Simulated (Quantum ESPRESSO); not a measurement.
# Calculated records

```
E(M) of Ni
1.0
     0.00000    1.76200    1.76200
     1.76200    0.00000    1.76200
     1.76200    1.76200    0.00000
Ni
1
Direct
  0.00000 0.00000 0.00000
# method: PBE; plane waves with GBRV 1.5 PBE potentials, no spin-orbit coupling (and 1 further level or step)
# program: Quantum ESPRESSO 7.5
# settings of one run: GBRV 1.5 PBE, potential files Ni: ni_pbe_v1.4.uspp.F.UPF, cutoff 544.23 eV, 16×16×16 k-mesh, 15 bands, fermi-dirac occupations, smearing width 0.05 eV, collinear spin, SCF threshold 2.00e-9, starting moments 1 μB
# cost: 11 runs, 53 s in all on 4 MPI ranks of Arm Neoverse V2, shared host (the runs of this entry)
# notes: The run is spin-polarised, with a total moment of 0.62 μB a cell (absolute 0.72). The cell holds one seeded atom, so opposed orders, which may lie lower, cannot form in it.
# moment of the free run: 0.62 μB a cell
# energy at zero total moment: 59.2 meV a cell over the lowest
# ΔE/ΔM² from the lowest point to 0.81 and to 0.41 μB: 386 and 574 meV/μB²
```

[Logs and program files are shortened in this print: banners, set-up blocks, solver, clock and traceback lines can be left out without a mark of their own.]

[Logs are printed without paths, hosts, clocks, repeated set-up lines and the standing remarks that a program may print on its own settings, such as how far it seeks lower states.]

[Hosts, paths, dates, database ids (printed as entryN), source tags and the programs' standing remarks are cut or masked in the printed files.]

[Where a cell is said to come from a database of computed structures, the database is the Materials Project.]
